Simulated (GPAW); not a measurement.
# Ti2NOS MXene monolayer: simulated STM images

Wanted: filled- and empty-state images of Ti2NOS MXene monolayer, with its work function.

Method: GPAW, PAW setups; layer in a repeated cell with vacuum, relaxation of atoms and in-plane cell, in the first sound run; inputs show where later runs differ, in GPAW 26.7.0.

### 1. Set-up

The cell holds 5 atoms: 1 S, 2 Ti, 1 N and 1 O. Its edges and angles: a = 3.029 Å, b = 3.029 Å, c = 23.326 Å, α = 90.0°, β = 90.0°, γ = 120.0°. Vacuum lies along c.

### 2. Relaxation

Forces are removed first; all later runs use this geometry.

run.py

```python
import json
import numpy as np
from ase import Atoms
from ase.filters import FrechetCellFilter
from ase.optimize import BFGS
from gpaw import GPAW, PW

slab = Atoms(
    ['S', 'Ti', 'N', 'Ti', 'O'],
    positions=[
        [-0.00000, 1.74864, 9.00000],
        [1.51437, 0.87432, 10.77267],
        [0.00000, 0.00000, 11.96773],
        [-0.00000, 1.74864, 13.16279],
        [1.51437, 0.87432, 14.32565]],
    cell=[[3.02874, 0.0, 0.0], [-1.51437, 2.62297, 0.0], [0.0, 0.0, 23.3256]],
    pbc=[True, True, True])

slab.calc = GPAW(mode=PW(600), xc='PBE', kpts={'size': (12, 12, 1), 'gamma': True},
                 occupations={'name': 'fermi-dirac', 'width': 0.05}, nbands='160%',
                 convergence={'density': 1e-05}, maxiter=200,
                 symmetry={'tolerance': 1e-3}, txt='slab.txt')
result = {}
# The in-plane cell is free; stress needs a cell that repeats along all three vectors
path = []
opt = BFGS(FrechetCellFilter(slab, mask=[1, 1, 0, 0, 0, 1]), maxstep=0.2)
opt.attach(lambda: path.append((slab.get_potential_energy(), slab.positions.tolist(), slab.get_forces().tolist())))
result['relaxed'] = bool(opt.run(fmax=0.02, steps=45))
result['path'] = path
result['cell'] = slab.cell.tolist()
print('in-plane lattice', slab.cell.cellpar().round(4)[[0, 1, 5]])
energy = slab.get_potential_energy()
fermi = slab.calc.get_fermi_level()
v = slab.calc.get_electrostatic_potential().mean((0, 1)) - fermi
n = slab.calc.get_pseudo_density().mean((0, 1))
L = slab.cell[2, 2]
z = np.arange(len(v)) * L / len(v)
low, high = slab.positions[:, 2].min(), slab.positions[:, 2].max()
below, above = np.interp([low - 6.8, high + 6.8], z, v)
slopes = [np.interp(x, z, np.gradient(v, z)) for x in (low - 6.8, high + 6.8)]
eps = np.array([[slab.calc.get_eigenvalues(k, s) for k in range(len(slab.calc.get_ibz_k_points()))]
                for s in range(slab.calc.get_number_of_spins())]) - fermi
top, bottom = eps[eps < 0].max(), eps[eps > 0].min()
dipole = slab.get_dipole_moment()[2]
print(f'energy {energy:.4f} eV, Fermi level {fermi:.4f} eV, dipole {dipole:.5f} e A')
print(f'potential 6.8 A off the faces, from the Fermi level: lower {below:.4f} eV, upper {above:.4f} eV')
print(f'slope of the potential there: lower {slopes[0]:.5f}, upper {slopes[1]:.5f} eV/A')
print(f'nearest levels on the mesh: {top:.4f} and {bottom:.4f} eV')
print('magnetic moment', round(slab.get_magnetic_moment(), 3))
result.update(energy=energy, fermi=fermi, dipole=dipole, below=below, above=above, slopes=slopes, edges=[top, bottom],
              z=z.tolist(), v=v.tolist(), n=n.tolist(), positions=slab.positions.tolist(),
              forces=slab.get_forces(apply_constraint=False).tolist(), moments=slab.get_magnetic_moments().tolist())
json.dump(result, open('result.json', 'w'))
```

Started as:

```sh
$ OMP_NUM_THREADS=1 OPENBLAS_NUM_THREADS=1 python run.py
```

What it wrote:

```text
Step          Energy          fmax
BFGS:    0      -39.586970        3.453755
BFGS:    1      -39.893156        1.934325
BFGS:    2      -40.055746        0.809316
BFGS:    3      -40.069646        0.542529
BFGS:    4      -40.112161        0.366127
BFGS:    5      -40.123037        0.272752
BFGS:    6      -40.133151        0.176340
BFGS:    7      -40.139835        0.138678
BFGS:    8      -40.145890        0.089837
BFGS:    9      -40.149306        0.096226
BFGS:   10      -40.152879        0.072182
BFGS:   11      -40.154623        0.033289
BFGS:   12      -40.155217        0.019782
in-plane lattice [  3.0511   3.0511 120.    ]
energy -40.1474 eV, Fermi level -0.9849 eV, dipole -0.00521 e A
potential 6.8 A off the faces, from the Fermi level: lower 5.6195 eV, upper 5.6427 eV
slope of the potential there: lower -0.00494, upper -0.00481 eV/A
nearest levels on the mesh: -0.0297 and 0.1060 eV
magnetic moment 0.0
```

Elapsed: 23 min, on 1 thread of Arm Neoverse V1, shared host; peak memory 0.53 GiB.

This run has no spin polarisation, although Ti can carry a moment.

This step gave:

- dipole along the normal: -0.005210 e·Å
- levels nearest the Fermi level on the mesh: -0.02975, 0.1060 eV from the Fermi level

The electrostatic potential energy of an electron (without an applied field's), less the Fermi level, planar mean oscillates, so the rows of the table below give means over windows of 1 Å about each position, cut where the curve ends. Its maxima inside the range that stand out by 2 % of the span (Å: eV): 9.9: -4.91, 11.5: -6.95, 12.4: -6.67, 13.8: -11.6. Its minima: 9.2: -20.5, 10.7: -18.7, 11.9: -13.4, 13.2: -19.3, 14.1: -13.0.

The electrostatic potential energy of an electron (without an applied field's), less the Fermi level, planar mean by z; means over each step:

z (Å), electrostatic potential energy of an electron (without an applied field's), less the Fermi level, planar mean (eV) and a bar from the least value:
```
        0        5.6 ##############################
        1        5.6 ##############################
        2        5.6 ##############################
        3        5.6 ##############################
        4        5.6 ##############################
        5        5.6 ##############################
        6        5.6 ##############################
        7        5.5 ##############################
        8        3.5 ###########################
        9      -13.1 ##
       10       -8.2 #########
       11      -13.8 #
       12       -9.7 #######
       13      -14.6 
       14      -10.9 #####
       15        3.6 ###########################
       16        5.6 ##############################
       17        5.7 ##############################
       18        5.7 ##############################
       19        5.7 ##############################
       20        5.6 ##############################
       21        5.6 ##############################
       22        5.6 ##############################
       23        5.6 ##############################
```

The pseudo valence density, planar mean oscillates, so the rows of the table below give means over windows of 1 Å about each position, cut where the curve ends. Its maxima inside the range that stand out by 2 % of the span (Å: e/Å³): 9.5: 0.526, 10.7: 1.51, 11.9: 0.723, 13.3: 1.52, 14.0: 0.968. Its minima: 9.8: 0.456, 11.4: 0.595, 12.4: 0.560, 13.8: 0.932.

The pseudo valence density, planar mean by z; means over each step:

```
z (Å)  pseudo valence density, planar mean (e/Å³)
    5                                      8.9e-6
    6                                      2.0e-4
    7                                     0.00496
    8                                       0.109
    9                                       0.432
   10                                       0.612
   11                                        1.07
   12                                       0.660
   13                                        1.11
   14                                       0.922
   15                                       0.157
   16                                     0.00396
   17                                      1.1e-4
```

The relaxation lowered the energy of the cell by 0.572 eV (energies extrapolated to zero smearing; the optimiser's log prints free energies). The largest force left on a free atom is 0.020 eV/Å.

### 3. Plane waves, PBE

The work function is the vacuum plateau of the electrostatic potential less the Fermi level; a dipole layer lets the two faces have plateaus of their own.

This step: GPAW, PAW setups; slab in vacuum (GPAW 26.7.0).

The cell differs from the one that the last finished run ended in (c 23.326 → 22.982 Å).

run.py

```python
import json
import numpy as np
from ase import Atoms
from ase.dft.stm import STM
from gpaw import GPAW, PW

slab = Atoms(
    ['S', 'Ti', 'N', 'Ti', 'O'],
    positions=[
        [0.00000, 1.76154, 9.00000],
        [1.52554, 0.88077, 10.59020],
        [0.00000, 0.00000, 11.80525],
        [0.00000, 1.76154, 13.05813],
        [1.52554, 0.88077, 13.98159]],
    cell=[[3.05109, -0.0, 0.0], [-1.52554, 2.64232, 0.0], [0.0, 0.0, 22.9816]],
    pbc=[True, True, False])

slab.calc = GPAW(mode=PW(500), xc='PBE', kpts={'size': (12, 12, 1), 'gamma': True},
                 occupations={'name': 'fermi-dirac', 'width': 0.05}, nbands='160%',
                 convergence={'density': 1e-05}, maxiter=200,
                 poissonsolver={'dipolelayer': 'xy'},
                 symmetry={'tolerance': 1e-3}, txt='slab.txt')
result = {}
energy = slab.get_potential_energy()
fermi = slab.calc.get_fermi_level()
v = slab.calc.get_electrostatic_potential().mean((0, 1)) - fermi
n = slab.calc.get_pseudo_density().mean((0, 1))
L = slab.cell[2, 2]
z = np.arange(len(v)) * L / len(v)
low, high = slab.positions[:, 2].min(), slab.positions[:, 2].max()
below, above = np.interp([low - 6.8, high + 6.8], z, v)
slopes = [np.interp(x, z, np.gradient(v, z)) for x in (low - 6.8, high + 6.8)]
eps = np.array([[slab.calc.get_eigenvalues(k, s) for k in range(len(slab.calc.get_ibz_k_points()))]
                for s in range(slab.calc.get_number_of_spins())]) - fermi
top, bottom = eps[eps < 0].max(), eps[eps > 0].min()
dipole = slab.get_dipole_moment()[2]
print(f'energy {energy:.4f} eV, Fermi level {fermi:.4f} eV, dipole {dipole:.5f} e A')
print(f'potential 6.8 A off the faces, from the Fermi level: lower {below:.4f} eV, upper {above:.4f} eV')
print(f'slope of the potential there: lower {slopes[0]:.5f}, upper {slopes[1]:.5f} eV/A')
print(f'nearest levels on the mesh: {top:.4f} and {bottom:.4f} eV')
print('magnetic moment', round(slab.get_magnetic_moment(), 3))
result.update(energy=energy, fermi=fermi, dipole=dipole, below=below, above=above, slopes=slopes, edges=[top, bottom],
              z=z.tolist(), v=v.tolist(), n=n.tolist(), positions=slab.positions.tolist(),
              forces=slab.get_forces(apply_constraint=False).tolist(), moments=slab.get_magnetic_moments().tolist())

# Images need the states of the whole zone, up to time reversal
slab.calc = slab.calc.fixed_density(symmetry={'point_group': False}, txt='states.txt', nbands='280%',
                                    convergence={'bands': 'CBM+2.3'})
stm = STM(slab)
result['stm'] = []
for bias in [-1.5, 2.0]:
    height = high + 3.5
    current = stm.get_averaged_current(bias, height)
    x, y, h = stm.scan(bias, current)
    i, f = divmod(height / L * stm.ldos.shape[2], 1)
    I = abs((1 - f) * stm.ldos[:, :, int(i)] + f * stm.ldos[:, :, int(i) + 1])
    print(f'bias {bias} V: mean current at 3.5 A {current:.4e}, corrugation {np.ptp(h):.4f} A')
    result['stm'].append(dict(bias=bias, current=current, h=(h - high).tolist(), I=I.tolist()))
json.dump(result, open('result.json', 'w'))
```

What it wrote:

```text
energy -39.3449 eV, Fermi level -0.9143 eV, dipole -0.00374 e A
potential 6.8 A off the faces, from the Fermi level: lower 5.5959 eV, upper 5.6731 eV
slope of the potential there: lower -0.00092, upper 0.00047 eV/A
nearest levels on the mesh: -0.0302 and 0.1082 eV
magnetic moment 0.0
bias -1.5 V: mean current at 3.5 A 6.9117e-07, corrugation 0.2609 A
bias 2.0 V: mean current at 3.5 A 4.1504e-06, corrugation 0.2240 A
```

It took 4.8 min on 1 thread; peak memory 0.73 GiB.

Numbers from this step:

```
dipole along the normal                    : -0.003738 e·Å
levels nearest the Fermi level on the mesh : -0.03023, 0.1082 eV from the Fermi level
upper work function                        : 5.673 eV
lower work function                        : 5.596 eV
corrugation -1.5                           : 0.2609 Å
corrugation 2                              : 0.2240 Å
```

The electrostatic potential energy of an electron (without an applied field's), less the Fermi level, planar mean oscillates, so the rows of the table below give means over windows of 1 Å about each position, cut where the curve ends. Its maxima inside the range that stand out by 2 % of the span (Å: eV): 9.8: -4.90, 11.3: -7.04, 12.3: -6.72, 13.7: -11.7. Its minima: 9.0: -20.5, 10.6: -18.7, 11.8: -13.6, 13.0: -19.2, 13.9: -13.0.

Electrostatic potential energy of an electron (without an applied field's), less the Fermi level, planar mean against z; means over each step:

```
z (Å)  electrostatic potential energy of an electron (without an applied field's), less the Fermi level, planar mean (eV)
    0                                                                                                                5.61
    1                                                                                                                5.60
    2                                                                                                                5.60
    3                                                                                                                5.60
    4                                                                                                                5.59
    5                                                                                                                5.59
    6                                                                                                                5.59
    7                                                                                                                5.45
    8                                                                                                                2.25
    9                                                                                                               -14.1
   10                                                                                                               -9.38
   11                                                                                                               -12.4
   12                                                                                                               -9.77
   13                                                                                                               -15.6
   14                                                                                                               -8.70
   15                                                                                                                4.52
   16                                                                                                                5.64
   17                                                                                                                5.67
   18                                                                                                                5.67
   19                                                                                                                5.67
   20                                                                                                                5.67
   21                                                                                                                5.67
   22                                                                                                                5.67
```

The pseudo valence density, planar mean oscillates, so the rows of the table below give means over windows of 0.5 Å about each position, cut where the curve ends. Its maxima inside the range that stand out by 2 % of the span (Å: e/Å³): 9.38: 0.524, 10.53: 1.49, 11.87: 0.717, 13.02: 1.53. Its minima: 9.77: 0.450, 11.30: 0.587, 12.26: 0.570.

The pseudo valence density, planar mean by z; means over each step:

z (Å), pseudo valence density, planar mean (e/Å³) and a bar:
```
      5.5       0.00 
      6.0       0.00 
      6.5       0.00 
      7.0       0.01 
      7.5       0.03 #
      8.0       0.14 ###
      8.5       0.37 ########
      9.0       0.45 ##########
      9.5       0.49 ###########
     10.0       0.64 ##############
     10.5       1.30 #############################
     11.0       0.92 ####################
     11.5       0.66 ###############
     12.0       0.67 ###############
     12.5       0.72 ################
     13.0       1.36 ##############################
     13.5       1.08 ########################
     14.0       0.88 ###################
     14.5       0.38 ########
     15.0       0.06 #
     15.5       0.01 
     16.0       0.00 
     16.5       0.00 
     17.0       0.00
```

Tip height over the top atom over a1 and a2. Sample bias -1.5 V, constant current at the mean current 3.5 Å over the top atom.

Ten even steps from '0' (3.40 Å) to '9' (3.66 Å):
```
3345422222245433
3454222222245431
4542221122245411
5422210122245535
3222100122235775
2221000122236763
4221111224556655
5222222259755579
4222222499766799
2222222577888775
3444433556886553
5555556656865665
4444577657756775
3331376579756731
3311553599535511
3334532454235433
```
Columns: a1 from 0 to 0.938; rows upwards: a2 from 0 to 0.938.

Local density of states summed over the bias window over a1 and a2. Sample bias -1.5 V, constant height 3.5 Å over the top atom.

Ten even steps from '_' (4.23 × 1e-7 arbitrary) to '@' (8.60 × 1e-7 arbitrary):
```
++++##%%**====++++====**%%##++++
++##%%**==============**%%##++==
**%%**======----======**%%**====
##**======--..--======**##******
++======--____--======++##%%%%##
++====--..__..--====++++%%@@%%++
**++==--------==++******%%%%****
##++==========++##%%##******##%%
**============**%%%%########%%%%
++==========++**####%%@@%%####**
++********++++****##@@@@##****++
##%%%%%%####%%%%**##%%##**%%%%##
**####****%%@@%%**####**%%@@%%**
++++++==**%%%%**##%%##**%%%%**==
++++====**##++**%%%%**++##**====
++++++**##++++**##**++++##**++++
```
Columns: a1 from 0 to 0.938; rows upwards: a2 from 0 to 0.938.

Tip height over the top atom over a1 and a2. Sample bias 2 V, constant current at the mean current 3.5 Å over the top atom.

Ten even steps from '_' (3.43 Å) to '@' (3.65 Å):
```
____::::::..--++++--..::::::____
__::------::--==--::------::____
..::------::----::------::......
..::----::......::----::..::--::
....::::........::::....::====::
::------......------::--======--
++++==--....--==++++============
**++--::::::--++****++++==++++**
++--::----::--++**++++++++++++**
::..------..::==++++**@@**++++==
..::----::..--==++++@@@@++++==--
..::--::..::======++**++======::
..::::..::======++++++++======::
______..--======++++++======--..
______..::::--==****==--::::..__
______......::++**++::......____
```
Columns: a1 from 0 to 0.938; rows upwards: a2 from 0 to 0.938.

Local density of states summed over the bias window over a1 and a2. Sample bias 2 V, constant height 3.5 Å over the top atom.

Ten even steps from '_' (3.36 × 1e-6 arbitrary) to '@' (4.53 × 1e-6 arbitrary):
```
__::++**++==**@@@@**==++**++::__
--++##%%**++##@@##++**%%##++--::
==**%%%%**++****++**%%%%**======
==++****++======++****++==******
====++++==----==++++====**####**
****##**==--==**##******######**
%%@@@@**====**@@@@%%%%%%%%%%%%%%
@@@@##++++++##@@@@@@@@@@%%@@@@@@
%%**++****++**%%@@@@@@%%%%@@@@@@
**==**%%**==**%%@@@@######@@@@%%
==++%%%%++==**%%@@%%####%%@@%%**
==**##**==**##%%%%%%##%%%%%%##**
==++++==**####%%@@@@@@@@%%####**
--::--==**####%%@@@@@@%%####**==
____::==******%%@@@@%%******==::
____--======**%%@@%%**======--__
```
Columns: a1 from 0 to 0.938; rows upwards: a2 from 0 to 0.938.

Force by atom:

```
atom  x (eV/Å)  y (eV/Å)  z (eV/Å)    size
  S1    0.0000    0.0000   -0.0175  0.0175
 Ti2    0.0000    0.0000    0.0012  0.0012
  N3    0.0000    0.0000    0.0769  0.0769
 Ti4    0.0000    0.0000   -0.0331  0.0331
  O5    0.0000    0.0000    0.0133  0.0133
```

The potential is flat to 9.2e-4 eV/Å where it is read, so the vacuum is wide enough.

### 4. Results

* work function, upper and lower face: 5.673 and 5.596 eV
* dipole along the normal: -0.00374 e Å
* corrugation at -1.5 V: 0.261 Å as printed, 0.19 Å or less without short-wave noise
* corrugation at 2 V: 0.224 Å as printed, 0.14 Å or less without short-wave noise

In words: At -1.5 V and 2 V GPAW's map carries short-wave noise, which can't be real at this height: without waves under 1.5 Å it spans 0.19 Å against 0.26 Å printed and 0.14 Å against 0.22 Å printed. The reading below uses the filtered value, which may still be too high. The corrugation at constant current is largest at -1.5 V, where the tip height varies by 0.19 Å over the cell. Negative sample bias images filled states, positive bias empty ones. The two faces differ by 0.077 eV, the step that the slab's dipole makes (e p/(ε0 A) gives 0.084 eV), so the dipole layer is needed. The images are of Tersoff-Hamann type: an s-wave tip, no tip-sample forces, heights closer than in a microscope. The cell holds an odd number of electrons, so without spin polarisation it must come out metallic and without a moment, whatever its true state. The layer's cell and atoms come from the relaxation; spin-orbit coupling and temperature are left out.

[Logs are printed without paths, hosts, clocks, repeated set-up lines and the standing remarks that a program may print on its own settings, such as how far it seeks lower states.]

[Hosts, paths, dates, database ids (printed as entryN), source tags and the programs' standing remarks are cut or masked in the printed files.]
